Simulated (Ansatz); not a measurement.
## What Y3GaC (Pm-3m) distorts into

Wanted: the energy along a soft mode of Y3GaC (Pm-3m) and the structure at the end.

Main program and level: Ansatz 0.2.0; DFT PBEsol, scalar-relativistic, plane waves, PAW; PAW set soft_1.

### 1. The starting structure

It takes space group Pm-3m (No. 221, cubic). The conventional cell has a = 4.806 Å, b = 4.806 Å, c = 4.806 Å, α = 90.00°, β = 90.00°, γ = 90.00°. Nearest to Y lie 2 C at 2.40 Å and 4 Ga at 3.40 Å and 8 Y at 3.40 Å. Nearest to Ga lie 12 Y at 3.40 Å. Nearest to C lie 6 Y at 2.40 Å. Farther neighbours are not listed.

Coordinates:

```
Y Ga C
1.0
     4.80627    0.00000    0.00000
     0.00000    4.80627    0.00000
     0.00000    0.00000    4.80627
Y Ga C
3 1 1
Direct
  0.50000 0.00000 0.50000
  0.50000 0.50000 0.00000
  0.00000 0.50000 0.50000
  0.00000 0.00000 0.00000
  0.50000 0.50000 0.50000
```

### 2. The dispersion

The cell comes from relaxations at this level that are not shown. Stability and thermal properties need the whole zone. Linear response on a 2×2×2 q mesh gives force constants as far as a supercell of that size would.

Input file input.yaml:

```yaml
crystal:
  lattice:
    - [4.8062686968, 0.0, 0.0]
    - [0.0, 4.8062686968, 0.0]
    - [0.0, 0.0, 4.8062686968]
  atoms:
    - { symbol: "Y", position: [0.5, 0.0, 0.5] }
    - { symbol: "Y", position: [0.5, 0.5, 0.0] }
    - { symbol: "Y", position: [0.0, 0.5, 0.5] }
    - { symbol: Ga, position: [0.0, 0.0, 0.0] }
    - { symbol: C, position: [0.5, 0.5, 0.5] }
kpoints:
  mp_grid: { grid: [8, 8, 8] }
hamiltonian:
  xc: pbesol
  pseudopotentials: { kind: paw, azcp: { folder: soft_1 }, xc_functional: pbe }
scf:
  occupations: { method: methfessel_paxton, width: 0.2 }
output:
  eigenvalues: true
phonons:
  method: dfpt
  qmesh: [2, 2, 2]
  temperatures: { t_max: 1000, t_step: 50 }
  qpath:
    path:
      - [[0.0, 0.0, 0.0], [0.0, 0.5, 0.0], [0.5, 0.5, 0.0], [0.0, 0.0, 0.0], [0.5, 0.5, 0.5], [0.0, 0.5, 0.0]]
      - [[0.5, 0.5, 0.5], [0.5, 0.5, 0.0]]
    npoints: 10
```

Launch:

```bash
$ ansatz run input.yaml --threads 4 --pin off --max-ram 10240MiB --backend cpu --events-out ev --progress --plain --runs-dir out
```

Numbers of over 12 decimals in the logs are rounded to 6 here.

The program printed:

```text
Engine: ansatz 0.2.0, x86_64-unknown-linux-gnu
Pseudopotentials: kind: paw
Pseudopotential: Y, paw, valence charge 11, recommended cutoff 420 eV (normal), soft_1/Y.paw.azcp
Pseudopotential: Ga, paw, valence charge 13, recommended cutoff 420 eV (normal), soft_1/Ga.paw.azcp
Pseudopotential: C, paw, valence charge 4, recommended cutoff 420 eV (normal), soft_1/C.paw.azcp
Functional definition: PBEsol
  exchange = pbesol_x
  correlation = pbesol_c
Crystal: 5 atoms, lattice volume = 111.026 Å³
Basis set: ecut = 420 eV, 2109 PW (Γ), exchange–correlation on 72×72×72 points (8 copies of the dense FFT grid, shifted against one another)
Bands: 30, of which v1, the nominal top of the filled ones, is band 25 counted from 1 (24 counted from 0)
Symmetry: 48 space group operations
k-points: 35 of 512
Non-local potential: Y, projectors of the file, l = 0: 3, l = 1: 2, l = 2: 2, l = 3: 1
Non-local potential: Ga, projectors of the file, l = 0: 2, l = 1: 2, l = 2: 3, l = 3: 1
Non-local potential: C, projectors of the file, l = 0: 2, l = 1: 2, l = 2: 1
PAW form: soft (Blöchl's): semilocal exchange-correlation on the pseudo side does not see the compensation charge
PAW frozen core: Y, regenerated for the run's functional, and the local potential with it (the file was generated under x = pbe(κ = 0.804, μ = 0.219515), c = pbe(β = 0.066725))
PAW frozen core: Ga, regenerated for the run's functional, and the local potential with it (the file was generated under x = pbe(κ = 0.804, μ = 0.219515), c = pbe(β = 0.066725))
PAW frozen core: C, regenerated for the run's functional, and the local potential with it (the file was generated under x = pbe(κ = 0.804, μ = 0.219515), c = pbe(β = 0.066725))
PAW one-centre angular grid: Y, 590 points (default); XC on 64 Gauss nodes
PAW one-centre angular grid: Ga, 590 points (default); XC on 64 Gauss nodes
PAW one-centre angular grid: C, 110 points (default); XC on 64 Gauss nodes
Initial density: superposition of atomic densities (chi_scale 0.1, normalization cell, long waves kept (reshape's long-wave potential 0.00 eV rms))
Initial wavefunctions: pseudopotential atomic-orbital guess
Functional: x = pbesol(κ = 0.804, μ = 0.123457), c = pbesol(β = 0.046)
SCF iter   1: F=—  HF=-15379.956379 eV  |F-HF|=—  |Δ(HF+E_count)|=         —  Δρ=5.97e-2  dr2=9.72e0  ethr=3.10e-3  ⟨swp⟩=4.9  Hψ=4018  notcnv=0
preconditioner: auto → Kerker (q_TF=auto, 2.389 Å⁻¹)  [metal: Δε(μ)=0.025 eV  Ē_g=14.243 eV  σ=0.200 eV  W_gap=0.11  n_scr=26 (ndim 8)  ℏωp=23.4 eV  f_vac=0.000  D(μ)=4.77/eV (n_scr^D=32)]
SCF iter   2: F=—  HF=-15378.073553 eV  |F-HF|=—  |Δ(HF+E_count)|=    1.88e0  S|Δr|=    0.00e0  Δρ=2.31e-2  dr2=1.25e0  ethr=3.10e-3  ⟨swp⟩=2.5  Hψ=1979  notcnv=0  defer=11
SCF iter   3: F=—  HF=-15377.833390 eV  |F-HF|=—  |Δ(HF+E_count)|=   2.40e-1  S|Δr|=    0.00e0  Δρ=1.31e-2  dr2=3.07e-1  ethr=2.51e-3  ⟨swp⟩=2.0  Hψ=1519  notcnv=0  defer=13
SCF iter   4: F=—  HF=-15377.775940 eV  |F-HF|=—  |Δ(HF+E_count)|=   5.74e-2  S|Δr|=    0.00e0  Δρ=6.00e-3  dr2=4.29e-2  ethr=6.13e-4  ⟨swp⟩=2.0  Hψ=1642  notcnv=0  defer=13
SCF iter   5: F=—  HF=-15377.763876 eV  |F-HF|=—  |Δ(HF+E_count)|=   1.21e-2  S|Δr|=    0.00e0  Δρ=1.77e-3  dr2=3.52e-3  ethr=8.58e-5  ⟨swp⟩=2.6  Hψ=2027  notcnv=0  defer=13
SCF iter   6: F=—  HF=-15377.763007 eV  |F-HF|=—  |Δ(HF+E_count)|=   8.69e-4  S|Δr|=    0.00e0  Δρ=3.74e-4  dr2=1.03e-4  ethr=7.03e-6  ⟨swp⟩=2.3  Hψ=1467  notcnv=0  defer=13
SCF iter   7: F=—  HF=-15377.763075 eV  |F-HF|=—  |Δ(HF+E_count)|=   6.76e-5  S|Δr|=    0.00e0  Δρ=1.20e-4  dr2=2.77e-5  ethr=2.05e-7  ⟨swp⟩=2.1  Hψ=1512  notcnv=0  defer=13
SCF iter   8: F=—  HF=-15377.763064 eV  |F-HF|=—  |Δ(HF+E_count)|=   1.05e-5  S|Δr|=    0.00e0  Δρ=3.24e-5  dr2=2.13e-6  ethr=5.54e-8  ⟨swp⟩=2.0  Hψ=1477  notcnv=0  defer=13
SCF iter   9: F=—  HF=-15377.763065 eV  |F-HF|=—  |Δ(HF+E_count)|=   1.07e-6  S|Δr|=    0.00e0  Δρ=1.20e-5  dr2=2.36e-7  ethr=4.25e-9  ⟨swp⟩=2.0  Hψ=1477  notcnv=0  defer=13
SCF iter  10: F=—  HF=-15377.763065 eV  |F-HF|=—  |Δ(HF+E_count)|=   5.23e-8  S|Δr|=    0.00e0  Δρ=4.37e-6  dr2=1.78e-8  ethr=4.73e-10  ⟨swp⟩=2.0  Hψ=1317  notcnv=0  defer=13
SCF iter  11: F=—  HF=-15377.763065 eV  |F-HF|=—  |Δ(HF+E_count)|=  6.55e-10  S|Δr|=    0.00e0  Δρ=6.00e-7  dr2=1.92e-10  ethr=3.56e-11  ⟨swp⟩=2.0  Hψ=1296  notcnv=0  defer=13
SCF iter  12: F=—  HF=-15377.763065 eV  |F-HF|=—  |Δ(HF+E_count)|=  8.37e-11  S|Δr|=    0.00e0  Δρ=1.00e-7  dr2=1.14e-11  ethr=1.00e-12  ⟨swp⟩=2.0  Hψ=1312  notcnv=0  defer=13
SCF iter  13: F=-15377.763065 eV  HF=-15377.763065 eV  |F-HF|=9.09e-12  |Δ(HF+E_count)|=  5.46e-12  S|Δr|=    0.00e0  Δρ=5.44e-8  dr2=1.94e-12  ethr=1.00e-12  ⟨swp⟩=7.8  Hψ=4653  notcnv=0
SCF 1 converged in 13 iterations: F = -15377.763065 eV  dr2 = 1.94e-12
  greatest PAW one-centre occupation: 0.994 electrons in one spin orbital (limit 2), on the Ga atom at site 3 (counted from 0), in its partial waves of l = 2
Initial density: read from a saved state, or passed on in memory by an earlier SCF of this step, an earlier step, the calling program or the single point that the run made first
iter 1 solved again at ethr=5.69e-8 eV; its pass at ethr=3.10e-3 eV (dr2=2.85e-5 eV) is discarded
SCF iter   1: F=—  HF=-15377.763066 eV  |F-HF|=—  |Δ(HF+E_count)|=         —  Δρ=3.14e-7  dr2=4.67e-11  ethr=5.69e-8  ⟨swp⟩=3.5  Hψ=7192  notcnv=0
eigensolver tolerance schedule: the retry pair's looser diagonalisation over-reported the residual by 609455.84 of it (diagonalisation noise at an unbounded share of the residual, at the tolerance the schedule requests for it); recorded, not acted on — ethr = c·dr2/N_el stays at c = 1.0e-1
preconditioner: auto → Kerker (q_TF=auto, 2.389 Å⁻¹)  [metal: Δε(μ)=0.039 eV  Ē_g=14.883 eV  σ=0.200 eV  W_gap=0.16  n_scr=26 (ndim 8)  ℏωp=23.4 eV  f_vac=0.000  D(μ)=0.93/eV (n_scr^D=0)]
SCF iter   2: F=—  HF=-15377.763065 eV  |F-HF|=—  |Δ(HF+E_count)|=   1.26e-6  S|Δr|=    0.00e0  Δρ=2.01e-7  dr2=2.42e-11  ethr=1.00e-12  ⟨swp⟩=3.2  Hψ=2702  notcnv=0
SCF iter   3: F=-15377.763065 eV  HF=-15377.763065 eV  |F-HF|=5.46e-12  |Δ(HF+E_count)|=  1.27e-11  S|Δr|=    0.00e0  Δρ=1.18e-7  dr2=6.66e-12  ethr=1.00e-12  ⟨swp⟩=2.2  Hψ=2532  notcnv=0
SCF 2 converged in 3 iterations: F = -15377.763065 eV  dr2 = 6.66e-12
phonons: the bands overlap, so this run is a metal and interpolates without the dipole-dipole term. If the crystal is really an insulator or semiconductor, its LO-TO splitting is missing
NSCF: frozen V_eff on 35 k-points
NSCF: frozen V_eff on 125 k-points
DFPT response loops at q = (0, 0, 0) (fractional): preconditioner auto → Kerker (q_TF=auto, 2.389 Å⁻¹) (partly filled bands, converged f_vac=0.000); β = 1.00, the filter's whole step (`scf.mixing.beta` (0.50) is not read by the response loops under this deck's `scf.mixing.preconditioner`; to damp them name `kerker` or `kerker_dos`, under which they read `scf.mixing.beta`, and type it under 1.00, their step now; both keys bind the ground state too); Broyden in place of MSR1
NSCF: frozen V_eff on 250 k-points
DFPT response loops at q = (0, 0, -0.5) (fractional): mixed as the last ones told, above
NSCF: frozen V_eff on 250 k-points
DFPT response loops at q = (0, -0.5, -0.5) (fractional): mixed as the last ones told, above
NSCF: frozen V_eff on 250 k-points
DFPT response loops at q = (-0.5, -0.5, -0.5) (fractional): mixed as the last ones told, above
SCF converged after 13 iterations
Stability not checked: this state was not tested for a lower state beside it, because cold or Methfessel-Paxton smearing, or corrected tetrahedra, fill the levels in a way that the test cannot read (fill_not_monotonic; see scf.lower_state_search)
Free energy (F): -15377.763065 eV
Harris-Foulkes:  -15377.763065 eV  (|F-HF|=9.09e-12)
Internal energy: -15377.781130 eV  (E = F + TS)
E sigma→0 (E₀):  -15377.767581 eV
Entropy (-TS):   0.018065 eV (3.613 meV/atom)
Fermi energy:    9.993224 eV
--- Per-component energies (eV) ---
  E_band       = -322.022703
  E_kinetic    = 1148.868942
  E_local      = -3150.009475  (includes V_loc(G=0)·N_el)
  E_nonlocal   = 13.681650
  E_hartree    = 1463.365810
  E_xc         = -643.485097
  E_vxc        = -731.517157  (∫ρ·V_xc dr)
  E_paw        = -10337.267560  (= ΣΔE_a)
  E_vpaw       = -529.778224  (= ΣTr[D̂ρ^β])
  E_aug_tail   = -0.000127  (compensation charges beyond the density's cutoff)
  E_ewald      = -3874.265674
  E_core_change = 1.330400  (= ΣΔE_core)
  E_smearing   = 0.018065  (= −TS)
  E_closure    = -0.000000  (closes the sum)
  Σ components = -15377.763065   (vs F -15377.763065, Δ=0.00e0)
--- Band table (eV; the first three rows and the last of 35) ---
  k-point 0: bands = [... 21 lower, 9.8528, 9.8528, 9.8528, 9.9928, 9.9928, 9.9928, 12.0045, 12.0045, ... 1 higher]
  k-point 1: bands = [... 21 lower, 9.6772, 9.7894, 9.8602, 10.0318, 10.0318, 10.0438, 11.4892, 12.1419, ... 1 higher]
  k-point 2: bands = [... 21 lower, 9.4558, 9.4558, 9.9369, 9.9369, 10.1810, 10.1899, 11.4291, 12.5521, ... 1 higher]
  k-point 34: bands = [... 21 lower, 6.5821, 9.8807, 9.8807, 9.8807, 11.6487, 11.6487, 11.6487, 12.2596, ... 1 higher]
--- Phonons (Γ-DFPT): 4 representative perturbations + reference (Σ response iterations 12) ---
  ASR residual: 9.784e-5 → 0.000e0 eV/Å²; symmetrization residual: 2.145e-6 eV/Å²
  ASR residual per site (eV/Å²): 2.89e-5 2.89e-5 2.89e-5 9.78e-5 2.33e-5
  Γ frequencies (cm⁻¹): 0.00 0.00 0.00 85.53 85.53 85.53 89.70 89.70 89.70 201.41 201.41 201.41 290.11 290.11 290.11
--- Phonons (arbitrary-q DFPT): 4 irreducible q on the 2×2×2 mesh ---
  q = [0.0000, 0.0000, 0.0000] (star 1, of the zone-centre solve; hermiticity 3.98e-7, symmetrization 6.65e-12): 0.00 0.00 0.00 85.53 85.53 85.53 89.70 89.70 89.70 201.41 201.41 201.41 290.11 290.11 290.11
  q = [0.0000, 0.0000, -0.5000] (star 3, 9 solved perturbations in 975 linear systems a pass and spin channel, the states on 125 of 512 k-point pairs; hermiticity 2.99e-7, symmetrization 8.45e-13): 75.42 75.42 87.86 87.86 92.73 104.54 110.55 110.55 131.24 184.52 184.52 223.15 381.95 381.95 527.69
  q = [0.0000, -0.5000, -0.5000] (star 3, 9 solved perturbations in 975 linear systems a pass and spin channel, the states on 125 of 512 k-point pairs; hermiticity 2.76e-7, symmetrization 1.63e-13): -37.44 94.05 101.96 101.96 104.74 104.74 108.99 108.99 165.48 174.15 189.24 256.85 396.52 505.10 505.10
  q = [-0.5000, -0.5000, -0.5000] (star 1, 4 solved perturbations in 350 linear systems a pass and spin channel, the states on 125 of 512 k-point pairs; hermiticity 1.09e-8, symmetrization 5.68e-12): -44.18 -44.18 -44.18 95.82 95.82 95.82 157.88 157.88 157.88 191.57 191.57 281.52 515.69 515.69 515.69
  sum rule: each row above includes the acoustic sum rule's correction from the zone centre's row sums; it moved no ω² by more than (0.73 cm⁻¹)²
  mesh force constants: q→R imaginary residual 2.28e-18; ASR residual 9.784e-5 → 0.000e0 eV/Å²; symmetrization residual 5.329e-15 eV/Å²
  interpolated dispersion: 62 rows × 15 modes
  density of states and harmonic sums: on the 14×14×14 q-mesh, interpolated from the force constants of a 2×2×2 supercell (no non-analytic term)
  largest difference from the sums on the solved wave vectors: F 2.12e-1 eV, S 2.82e-4 and C_V 6.97e-5 eV/K
  zero-point energy: 0.172635 eV/cell   skipped modes (ω ≤ 0): 53, of them read as no rigid motion or as one in doubt: 50 (3.156e-1 modes/cell left out, lowest -44.18 cm⁻¹)   left out of the sums: 2.11e-2 of the cell's modes: C_V's classical limit lies that fraction below 3 k_B per atom; for a crystal, a wire or a layer, F and S can be off by more, and a phonons.interpolated_qmesh denser along its periods is the remedy for the sampling
```

The job ended after 4.2 min (4 threads of Intel Xeon Platinum 8488C (Sapphire Rapids), shared host; peak memory 1.4 GiB).

This step gave:

| Property | Result |
| --- | --- |
| volume per atom | 22.21 Å³ |
| gap on the k-mesh | 0 eV |
| sum-rule residual before enforcement | 9.78e-5 eV/Å² |
| lowest frequency on the path | -44.18 cm⁻¹ |
| point group | m-3m |
| highest frequency on the path or at a solved wavevector | 527.7 cm⁻¹ |
| highest optical mode at the zone centre (no LO-TO term) | 290.1 cm⁻¹ |
| lowest optical zone-centre mode | 85.53 cm⁻¹ |
| lowest mode on the q mesh (acoustic modes at Γ apart) | -44.18 cm⁻¹ |

Frequencies (cm⁻¹) solved at each irreducible wavevector; negative means imaginary. Frequencies by wavevector, by row:

| q in reciprocal lattice units | star | mode 1 | mode 2 | mode 3 | mode 4 | mode 13 | mode 14 | mode 15 |
| --- | --- | --- | --- | --- | --- | --- | --- | --- |
| 0 0 0 | 1 | 0 | 0 | 0 | 85.5 | 290.1 | 290.1 | 290.1 |
| 0 0 -0.5 | 3 | 75.4 | 75.4 | 87.9 | 87.9 | 381.9 | 381.9 | 527.7 |
| 0 -0.5 -0.5 | 3 | -37.4 | 94 | 102 | 102 | 396.5 | 505.1 | 505.1 |
| -0.5 -0.5 -0.5 | 1 | -44.2 | -44.2 | -44.2 | 95.8 | 515.7 | 515.7 | 515.7 |

Interpolated from a 2×2×2 q mesh. Phonon branches along the path, in cm⁻¹:

| point | branch 1 | branch 2 | branch 3 | branch 4 | branch 12 | branch 13 | branch 14 | branch 15 |
| --- | --- | --- | --- | --- | --- | --- | --- | --- |
| Γ | 0 | 0 | 0 | 86 | 201 | 290 | 290 | 290 |
| halfway | 55 | 55 | 83 | 89 | 215 | 339 | 339 | 424 |
| X | 75 | 75 | 88 | 88 | 223 | 382 | 382 | 528 |
| halfway | 42 | 91 | 91 | 93 | 240 | 389 | 447 | 516 |
| M | -37 | 94 | 102 | 102 | 257 | 396 | 505 | 505 |
| halfway | 53 | 75 | 85 | 91 | 228 | 365 | 435 | 435 |
| Γ | 0 | 0 | 0 | 86 | 201 | 290 | 290 | 290 |
| halfway | 51 | 59 | 59 | 95 | 239 | 444 | 444 | 444 |
| R | -44 | -44 | -44 | 96 | 282 | 516 | 516 | 516 |
| halfway | 30 | 57 | 59 | 95 | 253 | 452 | 453 | 513 |
| X | 75 | 75 | 88 | 88 | 223 | 382 | 382 | 528 |
| jump to R | -44 | -44 | -44 | 96 | 282 | 516 | 516 | 516 |
| halfway | -41 | 44 | 44 | 95 | 268 | 458 | 510 | 510 |
| M | -37 | 94 | 102 | 102 | 257 | 396 | 505 | 505 |

Symmetry leaves 4 wavevectors to solve. The lowest mode among them, the acoustic zeros apart, lies at q = (-0.5, -0.5, -0.5) and is imaginary, 44.2i cm⁻¹, so the energy falls along it.

### 3. The mode frozen in, largest atomic shift 0 Å

The mode followed lies at q = (0, -0.5, -0.5) with frequency 37.4i cm⁻¹, one of the unstable modes though not the softest. At small amplitude the distorted cell has space group no. 127 by a symmetry search on the positions. The undistorted cell that holds it gives the zero of energy on the same k mesh.

System of this step: Y3GaC. It takes space group Pm-3m (No. 221, cubic). Conventional cell: a = 4.806 Å, b = 4.806 Å, c = 4.806 Å, α = 90.00°, β = 90.00°, γ = 90.00°. Nearest to Y lie 2 C at 2.40 Å and 4 Ga at 3.40 Å and 8 Y at 3.40 Å. Nearest to Ga lie 12 Y at 3.40 Å. Nearest to C lie 6 Y at 2.40 Å. Farther neighbours are not listed.

Input file input.yaml:

```yaml
crystal:
  lattice:
    - [-4.8062686968, 0.0, 0.0]
    - [0.0, -4.8062686968, -4.8062686968]
    - [0.0, -4.8062686968, 4.8062686968]
  atoms:
    - { symbol: "Y", position: [0.5, 0.75, 0.25] }
    - { symbol: "Y", position: [0.5, 0.25, 0.75] }
    - { symbol: "Y", position: [0.5, 0.25, 0.25] }
    - { symbol: "Y", position: [0.5, 0.75, 0.75] }
    - { symbol: "Y", position: [1.0, 0.0, 0.5] }
    - { symbol: "Y", position: [1.0, 0.5, 0.0] }
    - { symbol: Ga, position: [0.0, 0.5, 0.5] }
    - { symbol: Ga, position: [0.0, 1.0, 1.0] }
    - { symbol: C, position: [0.5, 0.0, 0.5] }
    - { symbol: C, position: [0.5, 0.5, 0.0] }
kpoints:
  mp_grid: { grid: [8, 6, 6] }
hamiltonian:
  xc: pbesol
  pseudopotentials: { kind: paw, azcp: { folder: soft_1 }, xc_functional: pbe }
scf:
  occupations: { method: methfessel_paxton, width: 0.2 }
output:
  forces: true
  stress: true
  eigenvalues: true
```

The program printed:

```text
[...]
Crystal: 10 atoms, lattice volume = 222.052 Å³
Basis set: ecut = 420 eV, 4301 PW (Γ), exchange–correlation on 72×96×96 points (8 copies of the dense FFT grid, shifted against one another)
Bands: 60, of which v1, the nominal top of the filled ones, is band 50 counted from 1 (49 counted from 0)
Symmetry: 32 space group operations
[...]
k-points: 50 of 288
[...]
k-point 0: bands = [... 46 lower, 9.8499, 9.8503, 9.8503, 9.9916, 9.9916, 9.9920, 11.9026, 11.9026, ... 6 higher]
  k-point 1: bands = [... 46 lower, 9.6666, 9.7474, 9.9191, 10.0147, 10.0757, 10.0814, 11.6270, 11.6922, ... 6 higher]
  k-point 2: bands = [... 46 lower, 9.3676, 9.6143, 9.7133, 9.9304, 10.3192, 10.3418, 11.2326, 11.2706, ... 6 higher]
  k-point 49: bands = [... 46 lower, 8.9635, 8.9635, 9.4719, 9.4719, 11.9031, 11.9031, 11.9033, 11.9033, ... 6 higher]
[key lines of the parts left out:]
SCF converged after 10 iterations
Free energy (F): -30755.526541 eV
Fermi energy:    9.978809 eV
P = ⅓ Tr σ = -0.0083 GPa (-0.083 kbar)
```

Elapsed: 9.1 s, on 4 threads; peak memory 0.95 GiB; 35 s of CPU time.

Numbers from this step:

| Item | Value |
| --- | --- |
| pressure | -0.008340 GPa |
| energy from the undistorted cell | 0 meV/atom |

The run ends at a pressure of -0.01 GPa.

### 4. The mode frozen in, largest atomic shift 0.32 Å

The atoms are moved along the unstable eigenvector, the largest shift by 0.32 Å, with the cell fixed.

input.yaml, the sections that differ from step 3:

```yaml
crystal:
  lattice:
    - [-4.8062686968, 0.0, 0.0]
    - [0.0, -4.8062686968, -4.8062686968]
    - [0.0, -4.8062686968, 4.8062686968]
  atoms:
    - { symbol: "Y", position: [0.5, 0.7832898575, 0.2167101425] }
    - { symbol: "Y", position: [0.5, 0.2167101425, 0.7832898575] }
    - { symbol: "Y", position: [0.5, 0.2832898575, 0.2832898575] }
    - { symbol: "Y", position: [0.5, 0.7167101425, 0.7167101425] }
    - { symbol: "Y", position: [1.0, 0.0, 0.5] }
    - { symbol: "Y", position: [1.0, 0.5, 0.0] }
    - { symbol: Ga, position: [0.0, 0.5, 0.5] }
    - { symbol: Ga, position: [0.0, 1.0, 1.0] }
    - { symbol: C, position: [0.5, 0.0, 0.5] }
    - { symbol: C, position: [0.5, 0.5, 0.0] }
# kpoints, hamiltonian, scf, output: as in step 3
```

The program printed:

```text
[...]
Crystal: 10 atoms, lattice volume = 222.052 Å³
Basis set: ecut = 420 eV, 4301 PW (Γ), exchange–correlation on 72×96×96 points (8 copies of the dense FFT grid, shifted against one another)
Bands: 60, of which v1, the nominal top of the filled ones, is band 50 counted from 1 (49 counted from 0)
Symmetry: 16 space group operations
[...]
k-points: 50 of 288
[...]
k-point 0: bands = [... 46 lower, 9.7849, 9.7849, 9.9070, 10.0386, 10.0386, 10.3164, 11.3834, 11.3834, ... 6 higher]
  k-point 1: bands = [... 46 lower, 9.7345, 9.8582, 9.9067, 10.0362, 10.1078, 10.1302, 11.2681, 11.4624, ... 6 higher]
  k-point 2: bands = [... 46 lower, 9.4494, 9.5694, 9.6741, 9.9203, 10.2756, 10.3913, 11.0113, 11.2664, ... 6 higher]
  k-point 49: bands = [... 46 lower, 9.0516, 9.0516, 9.5751, 9.5751, 11.1549, 11.1549, 11.9472, 11.9472, ... 6 higher]
[key lines of the parts left out:]
SCF converged after 10 iterations
Free energy (F): -30755.578423 eV
Fermi energy:    10.032849 eV
P = ⅓ Tr σ = -0.1492 GPa (-1.492 kbar)
```

The job ended after 8.2 s (4 threads; peak memory 0.98 GiB; 32 s of CPU time).

This step gave:

```
pressure                         : -0.1492 GPa
energy from the undistorted cell : -4.937 meV/atom
```

The energy, extrapolated to zero smearing, is -4.94 meV/atom against the undistorted cell.

The run ends at a pressure of -0.15 GPa, with forces up to 0.012 eV/Å.

(Part 1 of 3 ends here.)

[Logs are printed without paths, hosts, clocks, repeated set-up lines and the standing remarks that a program may print on its own settings, such as how far it seeks lower states.]

[Hosts, paths, dates, database ids (printed as entryN), source tags and the programs' standing remarks are cut or masked in the printed files.]
